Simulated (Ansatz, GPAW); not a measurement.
**A 2-layer slab of Rh(111): work function by functional and basis**

How far do functional and basis move the work function of a 2-layer slab of Rh(111)?

Program: GPAW 26.7.0 and Ansatz 0.2.0. Level of theory: GPAW, PAW setups; slab in vacuum, in the first sound run; inputs show where later runs differ. Results are calculated unless marked as measured.

Most raw output is cut from this account.

## 1. The structure

The cell holds 2 atoms: 2 Rh. Cell: a = 2.687 Å, b = 2.687 Å, c = 20.194 Å, α = 90.0°, β = 90.0°, γ = 60.0°. Vacuum lies along c.

As a file:

```cif
data_structure
_symmetry_space_group_name_H-M 'P 1'
_symmetry_Int_Tables_number 1
_cell_length_a 2.6870
_cell_length_b 2.6870
_cell_length_c 20.1939
_cell_angle_alpha 90.000
_cell_angle_beta 90.000
_cell_angle_gamma 60.000
_cell_volume 126.27
loop_
_atom_site_label
_atom_site_type_symbol
_atom_site_fract_x
_atom_site_fract_y
_atom_site_fract_z
_atom_site_occupancy
Rh1 Rh 0.66667 0.66667 0.44568 1
Rh2 Rh 0.00000 0.00000 0.55432 1
```

## 2. Relaxation

The atoms are relaxed first, since the surface dipole, and with it the work function, follows the positions of the outer layers. The lowest 1 atoms are held at bulk positions and keep their forces.

run.py reads:

```python
import json
import numpy as np
from ase import Atoms
from ase.constraints import FixAtoms
from ase.optimize import BFGS
from gpaw import GPAW, PW

slab = Atoms(
    ['Rh', 'Rh'],
    positions=[
        [2.68701, 1.55134, 9.00000],
        [0.00000, 0.00000, 11.19393]],
    cell=[[2.68701, 0.0, 0.0], [1.3435, 2.32702, 0.0], [0.0, 0.0, 20.19393]],
    pbc=[True, True, False])

slab.calc = GPAW(mode=PW(400), xc='PBE', kpts={'size': (13, 13, 1), 'gamma': True},
                 occupations={'name': 'fermi-dirac', 'width': 0.1}, nbands='140%',
                 convergence={'density': 0.0001}, maxiter=200,
                 poissonsolver={'dipolelayer': 'xy'},
                 symmetry={'tolerance': 1e-3}, txt='slab.txt')
result = {}
slab.set_constraint(FixAtoms([0]))
path = []
opt = BFGS(slab, maxstep=0.2)
opt.attach(lambda: path.append((slab.get_potential_energy(), slab.positions.tolist(), slab.get_forces().tolist())))
result['relaxed'] = bool(opt.run(fmax=0.05, steps=30))
result['path'] = path
energy = slab.get_potential_energy()
fermi = slab.calc.get_fermi_level()
v = slab.calc.get_electrostatic_potential().mean((0, 1)) - fermi
n = slab.calc.get_pseudo_density().mean((0, 1))
L = slab.cell[2, 2]
z = np.arange(len(v)) * L / len(v)
low, high = slab.positions[:, 2].min(), slab.positions[:, 2].max()
below, above = np.interp([low - 6.8, high + 6.8], z, v)
slopes = [np.interp(x, z, np.gradient(v, z)) for x in (low - 6.8, high + 6.8)]
eps = np.array([[slab.calc.get_eigenvalues(k, s) for k in range(len(slab.calc.get_ibz_k_points()))]
                for s in range(slab.calc.get_number_of_spins())]) - fermi
top, bottom = eps[eps < 0].max(), eps[eps > 0].min()
dipole = slab.get_dipole_moment()[2]
print(f'energy {energy:.4f} eV, Fermi level {fermi:.4f} eV, dipole {dipole:.5f} e A')
print(f'potential 6.8 A off the faces, from the Fermi level: lower {below:.4f} eV, upper {above:.4f} eV')
print(f'slope of the potential there: lower {slopes[0]:.5f}, upper {slopes[1]:.5f} eV/A')
print(f'nearest levels on the mesh: {top:.4f} and {bottom:.4f} eV')
print('magnetic moment', round(slab.get_magnetic_moment(), 3))
result.update(energy=energy, fermi=fermi, dipole=dipole, below=below, above=above, slopes=slopes, edges=[top, bottom],
              z=z.tolist(), v=v.tolist(), n=n.tolist(), positions=slab.positions.tolist(),
              forces=slab.get_forces(apply_constraint=False).tolist(), moments=slab.get_magnetic_moments().tolist())
json.dump(result, open('result.json', 'w'))
```

Run with:

```
OMP_NUM_THREADS=1 OPENBLAS_NUM_THREADS=2 python run.py
```

Run time: 61 s. Hardware: 2 threads of Arm Neoverse V2, shared host; peak memory 0.17 GiB.

Step by step:

```csv
step,energy less that of the first step (eV),largest force (eV/Å)
1,0.0000,0.2346
2,-0.0008,0.2137
3,-0.0045,0.0561
4,-0.0045,0.0042
```

The atoms that moved most (Å):

```csv
atom,dx,dy,dz,length
Rh2,0.000,0.000,-0.031,0.031
```

Final coordinates:

```xyz
2
Lattice="2.6870 0.0000 0.0000 1.3435 2.3270 0.0000 0.0000 0.0000 20.1939" Properties=species:S:1:pos:R:3
Rh    2.6870    1.5513    9.0000
Rh    0.0000    0.0000   11.1634
```

Numbers from this step:

```yaml
dipole_along_the_normal: 2.21e-5 e·Å
levels_nearest_the_fermi_level_on_the_mesh: -0.01253, 0.005336 eV from the Fermi level
upper_work_function: 5.165 eV
lower_work_function: 5.166 eV
```

Table of electrostatic potential energy of an electron (without an applied field's), less the Fermi level, planar mean by z:

```csv
z (Å),"electrostatic potential energy of an electron (without an applied field's), less the Fermi level, planar mean (eV)"
0,5.17
1,5.17
2,5.17
3,5.17
4,5.17
5,5.16
6,5.14
7,4.85
8,0.673
9,-25.7
10,-0.955
11,-23.7
12,-1.87
13,4.68
14,5.13
15,5.16
16,5.16
17,5.16
18,5.16
19,5.16
20,5.17
```

Pseudo valence density, planar mean against z:

```csv
z (Å),"pseudo valence density, planar mean (e/Å³)"
5.5,2.3e-4
6.0,8.8e-4
6.5,0.00321
7.0,0.0124
7.5,0.0479
8.0,0.195
8.5,0.913
9.0,2.49
9.5,0.901
10.0,0.359
10.5,0.565
11.0,2.16
11.5,1.49
12.0,0.311
12.5,0.0758
13.0,0.0191
13.5,0.00498
14.0,0.00135
14.5,3.5e-4
15.0,9.7e-5
```

The relaxation lowered the energy of the cell by 0.00450 eV (energies extrapolated to zero smearing; the optimiser's log prints free energies). The largest force left on a free atom is 0.0042 eV/Å.

## 3. The slab's potential

The work function is the vacuum plateau of the electrostatic potential less the Fermi level; a dipole layer lets the two faces have plateaus of their own.

Edit run.py of step 2 so:

```diff
@@ -3,4 +3,2 @@
 from ase import Atoms
-from ase.constraints import FixAtoms
-from ase.optimize import BFGS
 from gpaw import GPAW, PW
@@ -11,3 +9,3 @@
         [2.68701, 1.55134, 9.00000],
-        [0.00000, 0.00000, 11.19393]],
+        [0.00000, 0.00000, 11.16335]],
     cell=[[2.68701, 0.0, 0.0], [1.3435, 2.32702, 0.0], [0.0, 0.0, 20.19393]],
@@ -17,3 +15,3 @@
                  occupations={'name': 'fermi-dirac', 'width': 0.1}, nbands='140%',
-                 convergence={'density': 0.0001}, maxiter=200,
+                 convergence={'density': 1e-05}, maxiter=200,
                  poissonsolver={'dipolelayer': 'xy'},
@@ -21,8 +19,2 @@
 result = {}
-slab.set_constraint(FixAtoms([0]))
-path = []
-opt = BFGS(slab, maxstep=0.2)
-opt.attach(lambda: path.append((slab.get_potential_energy(), slab.positions.tolist(), slab.get_forces().tolist())))
-result['relaxed'] = bool(opt.run(fmax=0.05, steps=30))
-result['path'] = path
 energy = slab.get_potential_energy()
```

The job ended after 18 s (2 threads; peak memory 0.17 GiB).

Numbers from this step:

```yaml
dipole_along_the_normal: -5.97e-5 e·Å
levels_nearest_the_fermi_level_on_the_mesh: -0.01254, 0.005343 eV from the Fermi level
upper_work_function: 5.166 eV
```

Electrostatic potential energy of an electron (without an applied field's), less the Fermi level, planar mean against z:

z (Å), electrostatic potential energy of an electron (without an applied field's), less the Fermi level, planar mean (eV) and a bar from the least value:
```
        0        5.2 ##############################
        1        5.2 ##############################
        2        5.2 ##############################
        3        5.2 ##############################
        4        5.2 ##############################
        5        5.2 ##############################
        6        5.1 ##############################
        7        4.9 ##############################
        8        0.7 ##########################
        9      -25.7 
       10       -1.0 ########################
       11      -23.7 ##
       12       -1.9 #######################
       13        4.7 ##############################
       14        5.1 ##############################
       15        5.2 ##############################
       16        5.2 ##############################
       17        5.2 ##############################
       18        5.2 ##############################
       19        5.2 ##############################
       20        5.2 ##############################
```

The pseudo valence density, planar mean by z:

z (Å), pseudo valence density, planar mean (e/Å³) and a bar:
```
      5.5       0.00 
      6.0       0.00 
      6.5       0.00 
      7.0       0.01 
      7.5       0.05 #
      8.0       0.19 ##
      8.5       0.91 ###########
      9.0       2.49 ##############################
      9.5       0.90 ###########
     10.0       0.36 ####
     10.5       0.56 #######
     11.0       2.16 ##########################
     11.5       1.49 ##################
     12.0       0.31 ####
     12.5       0.08 #
     13.0       0.02 
     13.5       0.00 
     14.0       0.00 
     14.5       0.00 
     15.0       0.00
```

The potential is flat to 8.3e-5 eV/Å where it is read, so the vacuum is wide enough.

## 4. Self-consistent run

The same geometry under BLYP, to see how far the functional moves the levels against the vacuum.

Edit run.py of step 3 so:

```diff
@@ -13,3 +13,3 @@
 
-slab.calc = GPAW(mode=PW(400), xc='PBE', kpts={'size': (13, 13, 1), 'gamma': True},
+slab.calc = GPAW(mode=PW(400), xc='BLYP', kpts={'size': (13, 13, 1), 'gamma': True},
                  occupations={'name': 'fermi-dirac', 'width': 0.1}, nbands='140%',
```

Run time: 0.55 s. Hardware: 2 threads; peak memory 0.1 GiB.

The input was rejected at the start.

The program's message: “FileNotFoundError: Could not find required PAW dataset file "Rh.BLYP".”

## 5. Self-consistent run: xc = "RPBE"

The same geometry under RPBE, to see how far the functional moves the levels against the vacuum.

Edit run.py of step 4 so:

```diff
@@ -13,3 +13,3 @@
 
-slab.calc = GPAW(mode=PW(400), xc='BLYP', kpts={'size': (13, 13, 1), 'gamma': True},
+slab.calc = GPAW(mode=PW(400), xc='RPBE', kpts={'size': (13, 13, 1), 'gamma': True},
                  occupations={'name': 'fermi-dirac', 'width': 0.1}, nbands='140%',
```

Elapsed: 18 s, on 2 threads; peak memory 0.17 GiB.

This step gave:

| Item | Value |
| --- | --- |
| dipole along the normal | -4.82e-5 e·Å |
| levels nearest the Fermi level on the mesh | -0.01590, 0.008145 eV from the Fermi level |
| upper work function | 4.997 eV |
| lower work function | 4.997 eV |

Table of electrostatic potential energy of an electron (without an applied field's), less the Fermi level, planar mean by z:

```csv
z (Å),"electrostatic potential energy of an electron (without an applied field's), less the Fermi level, planar mean (eV)"
0.0,5.00
0.5,5.00
1.0,5.00
1.5,5.00
2.0,5.00
2.5,5.00
3.0,5.00
3.5,5.00
4.0,5.00
4.5,5.00
5.0,5.00
5.5,4.99
6.0,4.97
6.5,4.91
7.0,4.68
7.5,3.83
8.0,0.550
8.5,-11.6
9.0,-25.8
9.5,-11.9
10.0,-1.06
10.5,-6.50
11.0,-23.7
11.5,-17.9
12.0,-1.98
12.5,3.20
13.0,4.51
13.5,4.86
14.0,4.96
14.5,4.99
15.0,4.99
15.5,5.00
16.0,5.00
16.5,5.00
17.0,5.00
17.5,5.00
18.0,5.00
18.5,5.00
19.0,5.00
19.5,5.00
20.0,5.00
```

The pseudo valence density, planar mean by z:

```csv
z (Å),"pseudo valence density, planar mean (e/Å³)"
5,7.0e-5
6,9.1e-4
7,0.0121
8,0.194
9,2.50
10,0.358
11,2.16
12,0.311
13,0.0187
14,0.00138
15,1.1e-4
```

Force by atom:

```csv
atom,x (eV/Å),y (eV/Å),z (eV/Å),size
Rh1,0.000,0.000,-0.227,0.227
Rh2,0.000,0.000,0.227,0.227
```

The upper face's work function is 4.997 eV, against 5.166 eV in the first plane-wave PBE run at this geometry.

## 6. Self-consistent run: xc = "LDA"

The same geometry under LDA, to see how far the functional moves the levels against the vacuum.

Edit run.py of step 5 so:

```diff
@@ -13,3 +13,3 @@
 
-slab.calc = GPAW(mode=PW(400), xc='RPBE', kpts={'size': (13, 13, 1), 'gamma': True},
+slab.calc = GPAW(mode=PW(400), xc='LDA', kpts={'size': (13, 13, 1), 'gamma': True},
                  occupations={'name': 'fermi-dirac', 'width': 0.1}, nbands='140%',
```

Wall time 17 s (2 threads); peak memory 0.16 GiB.

Numbers from this step:

| Property | Result |
| --- | --- |
| dipole along the normal | -6.26e-5 e·Å |
| levels nearest the Fermi level on the mesh | -0.001672, 0.02685 eV from the Fermi level |
| upper work function | 5.543 eV |
| lower work function | 5.543 eV |

The upper face's work function is 5.543 eV, against 5.166 eV in the first plane-wave PBE run at this geometry.

## 7. Self-consistent run: xc = "vdW-DF2"

The same geometry under vdW-DF2, to see how far the functional moves the levels against the vacuum (the van der Waals functionals take revPBE setups).

Edit run.py of step 6 so:

```diff
@@ -13,3 +13,3 @@
 
-slab.calc = GPAW(mode=PW(400), xc='LDA', kpts={'size': (13, 13, 1), 'gamma': True},
+slab.calc = GPAW(mode=PW(400), xc='vdW-DF2', kpts={'size': (13, 13, 1), 'gamma': True},
                  occupations={'name': 'fermi-dirac', 'width': 0.1}, nbands='140%',
```

The job ended after 23 s (2 threads; peak memory 0.27 GiB).

Numbers from this step:

| Quantity | Value |
| --- | --- |
| dipole along the normal | -7.57e-5 e·Å |
| levels nearest the Fermi level on the mesh | -0.01453, 0.004338 eV from the Fermi level |
| upper work function | 5.454 eV |
| lower work function | 5.453 eV |

The upper face's work function is 5.454 eV, against 5.166 eV in the first plane-wave PBE run at this geometry.

## 8. Real-space grid: mode = "fd"

A real-space grid is a second complete basis, so it checks the plane-wave result.

Edit run.py of step 7 so:

```diff
@@ -3,3 +3,3 @@
 from ase import Atoms
-from gpaw import GPAW, PW
+from gpaw import GPAW
 
@@ -13,3 +13,3 @@
 
-slab.calc = GPAW(mode=PW(400), xc='vdW-DF2', kpts={'size': (13, 13, 1), 'gamma': True},
+slab.calc = GPAW(mode='fd', h=0.18, xc='PBE', kpts={'size': (13, 13, 1), 'gamma': True},
                  occupations={'name': 'fermi-dirac', 'width': 0.1}, nbands='140%',
```

Elapsed: 69 s, on 2 threads; peak memory 0.34 GiB.

This step gave:

* dipole along the normal: -7.63e-5 e·Å
* levels nearest the Fermi level on the mesh: -0.01147, 0.003870 eV from the Fermi level
* upper work function: 5.165 eV
* lower work function: 5.165 eV

Table of electrostatic potential energy of an electron (without an applied field's), less the Fermi level, planar mean by z:

z (Å), electrostatic potential energy of an electron (without an applied field's), less the Fermi level, planar mean (eV) and a bar from the least value:
```
        0        5.2 ##############################
        1        5.2 ##############################
        2        5.2 ##############################
        3        5.2 ##############################
        4        5.2 ##############################
        5        5.2 ##############################
        6        5.1 ##############################
        7        4.9 ##############################
        8        0.7 ##########################
        9      -25.8 
       10       -0.9 ########################
       11      -23.8 ##
       12       -1.9 #######################
       13        4.7 ##############################
       14        5.1 ##############################
       15        5.2 ##############################
       16        5.2 ##############################
       17        5.2 ##############################
       18        5.2 ##############################
       19        5.2 ##############################
       20        5.2 ##############################
```

The upper face's work function is 5.165 eV, against 5.166 eV in the first plane-wave PBE run at this geometry.

## 9. Atomic orbitals: mode = "lcao"

Atom-centred orbitals end a few angstrom from the surface, which tests how much the density's tail matters.

Edit run.py of step 8 so:

```diff
@@ -13,4 +13,4 @@
 
-slab.calc = GPAW(mode='fd', h=0.18, xc='PBE', kpts={'size': (13, 13, 1), 'gamma': True},
-                 occupations={'name': 'fermi-dirac', 'width': 0.1}, nbands='140%',
+slab.calc = GPAW(mode='lcao', basis='dzp', h=0.18, xc='PBE', kpts={'size': (13, 13, 1), 'gamma': True},
+                 occupations={'name': 'fermi-dirac', 'width': 0.1}, nbands='120%',
                  convergence={'density': 1e-05}, maxiter=200,
```

Wall time 3 min (2 threads); peak memory 0.22 GiB.

Numbers from this step:

```yaml
dipole_along_the_normal: -7.00e-5 e·Å
levels_nearest_the_fermi_level_on_the_mesh: -0.009558, 0.01149 eV from the Fermi level
upper_work_function: 5.186 eV
lower_work_function: 5.186 eV
```

Table of electrostatic potential energy of an electron (without an applied field's), less the Fermi level, planar mean by z:

z (Å), electrostatic potential energy of an electron (without an applied field's), less the Fermi level, planar mean (eV) and a bar from the least value:
```
      0.0        5.2 ##############################
      0.5        5.2 ##############################
      1.0        5.2 ##############################
      1.5        5.2 ##############################
      2.0        5.2 ##############################
      2.5        5.2 ##############################
      3.0        5.2 ##############################
      3.5        5.2 ##############################
      4.0        5.2 ##############################
      4.5        5.2 ##############################
      5.0        5.2 ##############################
      5.5        5.2 ##############################
      6.0        5.2 ##############################
      6.5        5.1 ##############################
      7.0        4.9 ##############################
      7.5        4.1 #############################
      8.0        0.8 ##########################
      8.5      -11.4 ##############
      9.0      -25.9 
      9.5      -11.8 ##############
     10.0       -1.0 ########################
     10.5       -6.5 ###################
     11.0      -23.9 ##
     11.5      -17.8 ########
     12.0       -1.7 #######################
     12.5        3.5 ############################
     13.0        4.7 ##############################
     13.5        5.1 ##############################
     14.0        5.2 ##############################
     14.5        5.2 ##############################
     15.0        5.2 ##############################
     15.5        5.2 ##############################
     16.0        5.2 ##############################
     16.5        5.2 ##############################
     17.0        5.2 ##############################
     17.5        5.2 ##############################
     18.0        5.2 ##############################
     18.5        5.2 ##############################
     19.0        5.2 ##############################
     19.5        5.2 ##############################
     20.0        5.2 ##############################
```

The upper face's work function is 5.186 eV, against 5.166 eV in the first plane-wave PBE run at this geometry.

## 10. Cost and result by level

Times are for 2 threads of Arm Neoverse V2, shared host. The runs compared:

```csv
no.,run,upper work function (eV),time,memory (GiB)
1,pw,5.166,18 s,0.17
2,RPBE,4.997,18 s,0.17
3,LDA,5.543,17 s,0.16
4,vdW DF2,5.454,23 s,0.27
5,fd,5.165,69 s,0.34
6,lcao,5.186,3 min,0.22
```

(Part 1 of 2 ends here.)

[Logs are printed without paths, hosts, clocks, repeated set-up lines and the standing remarks that a program may print on its own settings, such as how far it seeks lower states.]

[Hosts, paths, dates, database ids (printed as entryN), source tags and the programs' standing remarks are cut or masked in the printed files.]
